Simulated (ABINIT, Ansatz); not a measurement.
Planning a run of Ansatz 0.2.0 on Be3N2 (P6_3/mmc). The input:

```yaml
crystal:
  lattice:
    - [2.8416792263, 0.0, 0.0]
    - [-1.4208396132, 2.4609663994, 0.0]
    - [0.0, 0.0, 9.74684101]
  atoms:
    - { symbol: Be, position: [0.3333333333, 0.6666666667, 0.07848597] }
    - { symbol: Be, position: [0.6666666667, 0.3333333333, 0.57848597] }
    - { symbol: Be, position: [0.6666666667, 0.3333333333, 0.92151403] }
    - { symbol: Be, position: [0.3333333333, 0.6666666667, 0.42151403] }
    - { symbol: Be, position: [0.0, 0.0, 0.25] }
    - { symbol: Be, position: [0.0, 0.0, 0.75] }
    - { symbol: "N", position: [0.0, 0.0, 0.0] }
    - { symbol: "N", position: [0.0, 0.0, 0.5] }
    - { symbol: "N", position: [0.3333333333, 0.6666666667, 0.25] }
    - { symbol: "N", position: [0.6666666667, 0.3333333333, 0.75] }
kpoints:
  mp_grid: { grid: [9, 9, 2] }
hamiltonian:
  xc: pbesol
scf:
  occupations: { method: fixed }
dielectric: {}
```

```sh
ansatz run input.yaml --threads 4 --pin off --max-ram 5529MiB --backend cpu --events-out ev --progress --plain --runs-dir out
```

**Question.** Estimate wall time and host memory on 4 threads of Arm Neoverse V2, shared host.

It took 27 s; on shared hardware allow 13 s to 54 s. Peak host memory was 0.91 GiB.

[Paths, hosts, dates, memory and timing lines, banners, echoed tables and standing remarks are left out of the program output.]

[Logs are printed without paths, hosts, clocks, repeated set-up lines and the standing remarks that a program may print on its own settings, such as how far it seeks lower states.]

[Runs of the session that timed out or met a known fault of the program may be left out.]

[Hosts, paths, dates, database ids (printed as entryN), source tags and the programs' standing remarks are cut or masked in the printed files.]

[G0W0 gaps are taken among the corrected bands and points alone; a level outside them can change the order at an edge.]

[Where Ansatz stands beside ABINIT at settings called matched, ABINIT's density can come from a denser mesh and the files from another edition; pairs whose starting gaps differed by over 0.03 eV were left out, so agreement reads better than it is.]
